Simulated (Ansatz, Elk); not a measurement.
# Bonding as seen by X-rays: Zn2Fe

The structure of Zn2Fe used here is made up (a known structure type with other elements) and was relaxed beforehand with PBE. The aim is the Fourier transform of its all-electron density, F(hkl), set beside the sum over free spherical atoms that refinements use.

Main program and level: Elk 11.2.3 (patched build); DFT, PBE, all-electron APW+lo, Dirac cores, scalar-relativistic bands, static density, ferromagnetic start.

The structure was built from a prototype and need not be the compound's stable phase.

### 1. Starting point

The structure is cubic, space group Fm-3m (No. 225). Conventional cell: a = 5.807 Å, b = 5.807 Å, c = 5.807 Å, α = 90.00°, β = 90.00°, γ = 90.00°. Zn has 4 Fe at 2.51 Å nearest. Fe has 8 Zn at 2.51 Å nearest. Farther neighbours are not listed.

### 2. Ground state and structure factors

An all-electron density is needed, since X-rays see the cores too. Task 0 finds the density and task 195 Fourier-transforms it; tshift is off so that phases refer to the origin typed.

The input, elk.in:

```
tasks
  0
  195
  196

xctype
  20

spinpol
  .true.

rgkmax
  7.0

gmaxvr
  14.0

lmaxo
  7

lmaxapw
  8

swidth
  0.002

tshift
  .false.

ramdisk
  .false.

hmaxvr
  5.5

maxscl
  120

epspot
  1e-06

reducebf
  0.8

sppath
  './'

avec
  -0.00000000000 5.48664354513 5.48664354513
  5.48664354513 -0.00000000000 5.48664354513
  5.48664354513 5.48664354513 -0.00000000000

atoms
  2
  'Zn.in'
  2
  0.2500000000 0.2500000000 0.2500000000   0.000000 0.000000 0.000000
  0.7500000000 0.7500000000 0.7500000000   0.000000 0.000000 0.000000
  'Fe.in'
  1
  -0.0000000000 0.0000000000 0.0000000000   0.000000 0.000000 -0.120000

ngridk
  6 6 6
```

Started as:

```
> OMP_NUM_THREADS=4 elk
```

Numbers of over 12 decimals in the logs are rounded to 6 here.

What it wrote:

```text
┌─────────────────────────┐
│ Elk code version 11.2.3 │
└─────────────────────────┘

All units are atomic (Hartree, Bohr, etc.)

┌─────────────────────────────────────────────────┐
│ Ground-state run starting from atomic densities │
└─────────────────────────────────────────────────┘

Lattice vectors :
  -0.000000000       5.486643545       5.486643545
   5.486643545      -0.000000000       5.486643545
   5.486643545       5.486643545      -0.000000000

Reciprocal lattice vectors :
 -0.5725891664      0.5725891664      0.5725891664
  0.5725891664     -0.5725891664      0.5725891664
  0.5725891664      0.5725891664     -0.5725891664

Unit cell volume      :    330.3316857
Brillouin zone volume :   0.7509125651

Muffin-tin inner radius fraction :   0.1000000000E-01

Nuclei treated as point charges

Species : 1 (Zn)
 parameters loaded from : Zn.in
 name : zinc
 nuclear charge    :   -30.00000000
 electronic charge :    30.00000000
 atomic mass :    119233.3130
 muffin-tin radius :    2.350786346
 number of radial points in muffin-tin :    993
 inner part over the whole radius :   0.9904058329E-02
 number on inner part of muffin-tin    :    701
 approximate nuclear radius :   0.7484757725E-04
 number of mesh points to nuclear radius :    338
 atomic positions (lattice), magnetic fields (Cartesian) :
  1 :   0.25000000  0.25000000  0.25000000    0.00000000  0.00000000  0.00000000
  2 :  -0.25000000 -0.25000000 -0.25000000    0.00000000  0.00000000  0.00000000

Species : 2 (Fe)
 parameters loaded from : Fe.in
 name : iron
 nuclear charge    :   -26.00000000
 electronic charge :    26.00000000
 atomic mass :    101799.2075
 muffin-tin radius :    2.350786346
 number of radial points in muffin-tin :    993
 inner part over the whole radius :   0.9956980835E-02
 number on inner part of muffin-tin    :    700
 approximate nuclear radius :   0.7160107270E-04
 number of mesh points to nuclear radius :    332
 atomic positions (lattice), magnetic fields (Cartesian) :
  1 :   0.00000000  0.00000000  0.00000000    0.00000000  0.00000000 -0.12000000

Total number of atoms per unit cell :    3
Total muffin-tin volume :    163.2485538
 ratio of muffin-tin to unit cell volume :   0.4941958669

Spin treatment :
 spin-polarised
 global magnetic field (Cartesian) :    0.000000000       0.000000000       0.000000000
 collinear magnetisation in z-direction

Number of Bravais lattice symmetries :   48
Number of crystal symmetries         :   48
Crystal has inversion symmetry
Real symmetric eigensolver will be used

k-point grid :      6     6     6
k-point offset :    0.000000000       0.000000000       0.000000000
k-point set is reduced with full crystal symmetry group
Total number of k-points :       16

Muffin-tin radius times maximum |G+k| :    7.000000000
 using average radius
Maximum |G+k| for APW functions       :    2.977727011
Maximum (1/2)|G+k|²                   :    4.433429077
Maximum |G| for potential and density :    14.00000000
Constant for pseudocharge density :    8
 order of it for each species :   15  15
 order of it for pair densities of each species (exact exchange by exxq0 0: 16) :   10  10
Radial integration step length :    1

G-vector grid sizes :     35    35    35
Number of G-vectors :    15353

Maximum angular momentum used for
 APW functions            :    8
 outer part of muffin-tin :    7
 inner part of muffin-tin :    2

Total nuclear charge    :   -86.00000000
Total core charge       :    34.00000000
Total valence charge    :    52.00000000
Total excess charge     :    0.000000000
Total electronic charge :    86.00000000

Effective Wigner radius, rₛ :   0.9715259180

Number of empty states         :     36
Total number of valence states :    126
Total number of core states    :     34

Third-order local-orbitals added for an l without core states : T
Total number of local-orbitals :     67

Exchange-correlation functional :     20     0     0
 Perdew-Burke-Ernzerhof, Phys. Rev. Lett. 77, 3865 (1996)
[...]
species : 2 (Fe)
   atom 1                    :    1.666008623
 total in muffin-tins        :    1.585837928
 total moment                :    1.481148503

RMS change in Kohn-Sham potential (target) :    2.971979515     (  0.1000000000E-05)
Absolute change in total energy (target)   :   0.3477870964     (  0.1000000000E-03)

[... loops 3 to 21 left out ...]

┌──────────────────┐
│ Loop number : 22 │
└──────────────────┘

Energies :
 Fermi                       :     0.185518
 sum of occupied eigenvalues :     -2798.5263447070
 electron kinetic            :      4948.1161464881
 core electron kinetic       :      4381.1055174376
 Coulomb                     :     -9613.8427096806
 Coulomb potential           :     -7487.7304634539
 nuclear-nuclear             :     -720.64449712998
 electron-nuclear            :     -10320.871893258
 Hartree                     :      1427.6736807074
 Madelung                    :     -5869.9774779536
 xc potential                :     -258.77936691812
 xc effective B-field        :    -0.132660
 external B-field            :      0.000000
 exchange                    :     -195.15733176611
 correlation                 :     -4.088895
 electron entropic           :    -0.86394993236198E-03
 total energy                :     -4864.9736540457
 (external B-field energy excluded from total)

Density of states at Fermi energy :    63.03463468
 (states/Hartree/unit cell)

Estimated indirect band gap :   0.4778375396E-03
 from k-point 16 to k-point 4
Estimated direct band gap   :   0.3478127789E-02
 at k-point 16

Charges :
 core                        :    34.00000000
 valence                     :    52.00000000
 interstitial                :    3.363044944
 muffin-tins (core leakage)
  species : 1 (Zn)
[...]
species : 2 (Fe)
[...]
total in muffin-tins        :    82.63695506
 total calculated charge     :    85.99963177
 total charge                :    86.00000000
 error                       :   0.3682314866E-03

Moments :
 interstitial                :   0.1643719901E-01
 muffin-tins
  species : 1 (Zn)
[...]
species : 2 (Fe)
[...]
total in muffin-tins        :    2.499217426
 total moment                :    2.515654625

RMS change in Kohn-Sham potential (target) :   0.9665195665E-06 (  0.1000000000E-05)
Absolute change in total energy (target)   :   0.1538636752E-04 (  0.1000000000E-03)

Convergence targets achieved

┌──────────────────┐
│ Loop number : 23 │
└──────────────────┘

Energies :
 Fermi                       :     0.185516
 sum of occupied eigenvalues :     -2798.5263018308
 electron kinetic            :      4948.1161824338
 core electron kinetic       :      4381.1055303520
 Coulomb                     :     -9613.8427042213
 Coulomb potential           :     -7487.7304158225
 nuclear-nuclear             :     -720.64449712998
 electron-nuclear            :     -10320.871937100
 Hartree                     :      1427.6737300086
 Madelung                    :     -5869.9774963101
 xc potential                :     -258.77940855321
 xc effective B-field        :    -0.132652
 external B-field            :      0.000000
 exchange                    :     -195.15732964095
 correlation                 :     -4.088896
 electron entropic           :    -0.86394677329778E-03
 total energy                :     -4864.9736109060
 (external B-field energy excluded from total)

Density of states at Fermi energy :    63.03339818
 (states/Hartree/unit cell)

Estimated indirect band gap :   0.4779643701E-03
 from k-point 16 to k-point 4
Estimated direct band gap   :   0.3479369345E-02
 at k-point 16

Charges :
 core                        :    34.00000000
 valence                     :    52.00000000
 interstitial                :    3.363039983
 muffin-tins (core leakage)
  species : 1 (Zn)
   atom 1                    :    28.87669169     (  0.1079264817E-03)
   atom 2                    :    28.87669169     (  0.1079264817E-03)
  species : 2 (Fe)
   atom 1                    :    24.88357664     ( -0.2246160040E-06)
 total in muffin-tins        :    82.63696002
 total calculated charge     :    85.99963177
 total charge                :    86.00000000
 error                       :   0.3682298210E-03

Moments :
 interstitial                :   0.1647581193E-01
 muffin-tins
  species : 1 (Zn)
   atom 1                    :  -0.2623495940E-01
   atom 2                    :  -0.2623495940E-01
  species : 2 (Fe)
   atom 1                    :    2.551629328
 total in muffin-tins        :    2.499159409
 total moment                :    2.515635221

┌──────────────────────────────┐
│ Self-consistent loop stopped │
└──────────────────────────────┘

Warning : core states of species 1 leak from the muffin-tin :   0.1079264817E-03

Wrote STATE.OUT
```

The job ended after 39 s (4 threads of AMD EPYC 9R14 (Zen 4), shared host; peak memory 0.42 GiB).

SFACRHO.OUT:

```text

h k l indices transformed by vhmat matrix:
   1.000000000       0.000000000       0.000000000    
   0.000000000       1.000000000       0.000000000    
   0.000000000       0.000000000       1.000000000    

      h      k      l  multipl.   |H|            Re(F)            Im(F)           |F|

      0      0      0      1   0.0000000       85.999999     -0.50135035E-17   85.999999    
     -1      0      0      8  0.99175353       22.011434      0.71351830E-17   22.011434    
     -1      0     -1      6   1.1451783      -29.267692      0.12459286E-16   29.267692    
      1      0     -1     12   1.6195267       63.486627      0.48612494E-16   63.486627    
     -2     -1     -2     24   1.8990634       17.065440      0.14179745E-16   17.065440    
      0      2      0      8   1.9835071      -24.425246     -0.83206291E-17   24.425246    
     -2      0     -2      6   2.2903567       53.456495     -0.12716615E-17   53.456495    
      0     -2      1     24   2.4958583       14.533391      0.63305071E-18   14.533391    
     -2      1     -1     24   2.5606966      -21.422125      0.47958485E-17   21.422125    
     -3     -2     -3     24   2.8051026       46.704849     -0.13940301E-17   46.704849    
     -3      0      0      8   2.9752606       12.708877      0.15030049E-17   12.708877    
      1     -2     -2     24   2.9752606       12.605210     -0.17127538E-18   12.605210    
     -4     -2     -2     12   3.2390535       41.577826     -0.62620559E-17   41.577826    
      1      2     -2     48   3.3874832       11.327784     -0.50097184E-17   11.327784    
     -3     -3     -4     24   3.4355350      -17.052515     -0.21034115E-17   17.052515    
      3      0      3      6   3.4355350      -17.172520     -0.21343191E-17   17.172520    
     -1     -3     -4     24   3.6213719       37.557078      0.14188832E-17   37.557078    
      0     -4     -1     24   3.7547183       10.355404     -0.19612701E-17   10.355404
```

Elk indexes on the primitive cell of elk.in and gives |H| = 4π sin θ/λ in inverse bohr. Below, one row stands for each form hkl of the conventional cell (m members, Friedel mates merged), F is for one primitive cell and the density is static (no thermal factor). Free-atom factors are Waasmaier and Kirfel's, and R is Σm||F|−|F'||/Σm|F|.

```csv
hkl,m,sin θ/λ (Å⁻¹),"abs F, DFT",neutral atoms,diff.
111,8,0.149,22.011,21.855,+0.156
200,6,0.172,29.268,29.566,-0.298
220,12,0.243,63.487,64.006,-0.519
311,24,0.286,17.065,17.200,-0.134
222,8,0.298,24.425,24.781,-0.356
400,6,0.344,53.456,53.814,-0.358
331,24,0.375,14.533,14.508,+0.025
420,24,0.385,21.422,21.525,-0.103
422,24,0.422,46.705,46.774,-0.069
333,8,0.447,12.709,12.662,+0.047
511,24,0.447,12.605,12.662,-0.057
440,12,0.487,41.578,41.574,+0.004
531,48,0.509,11.328,11.319,+0.009
442,24,0.517,17.052,17.099,-0.047
600,6,0.517,17.172,17.099,+0.073
620,24,0.545,37.557,37.583,-0.026
533,24,0.565,10.355,10.309,+0.046
622,24,0.571,15.541,15.519,+0.022
444,8,0.597,34.536,34.440,+0.096
711,24,0.615,9.490,9.535,-0.045
551,24,0.615,9.577,9.535,+0.043
640,24,0.621,14.219,14.211,+0.008
```

### 3. The magnetisation density

The same run holds the spin density, and task 196 transforms it. The order is that of the start, and no other was tried.

SFACMAG_1.OUT:

```text

h k l indices transformed by vhmat matrix:
   1.000000000       0.000000000       0.000000000    
   0.000000000       1.000000000       0.000000000    
   0.000000000       0.000000000       1.000000000    

      h      k      l  multipl.   |H|            Re(F)            Im(F)           |F|

      0      0      0      1   0.0000000       2.5156353      0.12483782E-17   2.5156353    
     -1      0      0      8  0.99175353       2.1057076      0.19072857E-17   2.1057076    
     -1      0     -1      6   1.1451783       1.9569163      0.14232552E-17   1.9569163    
      1      0     -1     12   1.6195267       1.4986829      0.11554587E-17   1.4986829    
     -2     -1     -2     24   1.8990634       1.2215759     -0.16943988E-17   1.2215759    
      0      2      0      8   1.9835071       1.0433515     -0.15418050E-17   1.0433515    
     -2      0     -2      6   2.2903567       1.0229518     -0.13450457E-17   1.0229518    
      0     -2      1     24   2.4958583      0.74725473      0.54186992E-18  0.74725473    
     -2      1     -1     24   2.5606966      0.72834587     -0.34981770E-18  0.72834587    
     -3     -2     -3     24   2.8051026      0.61380730      0.10614947E-17  0.61380730    
     -3      0      0      8   2.9752606      0.46977780     -0.63086976E-17  0.46977780    
      1     -2     -2     24   2.9752606      0.59049266     -0.29476705E-17  0.59049266    
     -4     -2     -2     12   3.2390535      0.41024072     -0.20757874E-17  0.41024072    
      1      2     -2     48   3.3874832      0.36065117      0.16384948E-17  0.36065117    
     -3     -3     -4     24   3.4355350      0.28361499      0.96175023E-18  0.28361499    
      3      0      3      6   3.4355350      0.43975846      0.14424848E-17  0.43975846
```

The total moment is 2.52 μB a cell; sphere moments: Zn1 -0.03, Zn2 -0.03, Fe3 +2.55 μB. Polarised neutrons measure spin and orbital magnetisation together; without spin-orbit coupling the run gives the spin part. With nearly all of the moment on one atom, abs F_M/F_M(0) is close to a form factor, set here beside ⟨j0⟩ of the free Fe2+ ion, taken for comparison since the valence isn't defined:

```csv
hkl,sin θ/λ (Å⁻¹),abs F_M (μB),F_M/F_M(0),⟨j0⟩
111,0.149,2.106,0.837,0.804
200,0.172,1.957,0.778,0.750
220,0.243,1.499,0.596,0.578
311,0.286,1.222,0.486,0.482
222,0.298,1.043,0.415,0.454
400,0.344,1.023,0.407,0.363
331,0.375,0.747,0.297,0.309
420,0.385,0.728,0.290,0.293
422,0.422,0.614,0.244,0.238
333,0.447,0.470,0.187,0.205
511,0.447,0.591,0.235,0.205
440,0.487,0.410,0.163,0.161
531,0.509,0.361,0.143,0.139
442,0.517,0.284,0.113,0.132
```

### 4. The highest occupied states alone

An energy window below the Fermi level keeps the highest occupied states, to see at which angles they scatter; shallow core shells can lie inside it and anion s states outside. No new self-consistency is needed.

Changes to elk.in since step 2:

```diff
@@ -1,5 +1,3 @@
 tasks
-  0
   195
-  196
 
@@ -44,2 +42,5 @@
 
+wsfac
+  -0.181980 0.485520
+
 sppath
```

Started as:

```
> OMP_NUM_THREADS=4 elk
```

What it wrote:

```text
┌─────────────────────────────────┐
│ Elk code version 11.2.3 started │
└─────────────────────────────────┘

Info(readinput): the functional depends on the density's gradient
 muffin-tin radial points multiplied by    2.00000
 (not where nrmtscf is given)

┌────────────────────┐
│ Current task : 195 │
└────────────────────┘
Info(checkmt): changed muffin-tin radius of species 1 (Zn) from   2.4000 to   2.3508
Info(checkmt): changed muffin-tin radius of species 2 (Fe) from   2.4000 to   2.3508

Info(sfacrho): density structure factors written to SFACRHO.OUT

 Energy window :  -0.1819800000      0.4855200000

┌──────────────────┐
│ Elk code stopped │
└──────────────────┘
```

It took 2.8 s on 4 threads; peak memory 0.18 GiB.

States within 10 eV below the Fermi level hold 32.00 electrons; any levels below the window count with the cores. Their amplitudes can exceed the total, where window and core parts have opposite phase:

```csv
hkl,sin θ/λ (Å⁻¹),"abs F, window","abs F, all"
111,0.149,5.144,22.011
200,0.172,11.883,29.268
220,0.243,16.156,63.487
311,0.286,2.589,17.065
222,0.298,8.258,24.425
400,0.344,11.199,53.456
331,0.375,1.785,14.533
420,0.385,6.385,21.422
422,0.422,8.383,46.705
333,0.447,1.244,12.709
```

[end of part 1 of 2]

[Logs are printed without paths, hosts, clocks, repeated set-up lines and the standing remarks that a program may print on its own settings, such as how far it seeks lower states.]

[Hosts, paths, dates, database ids (printed as entryN), source tags and the programs' standing remarks are cut or masked in the printed files.]
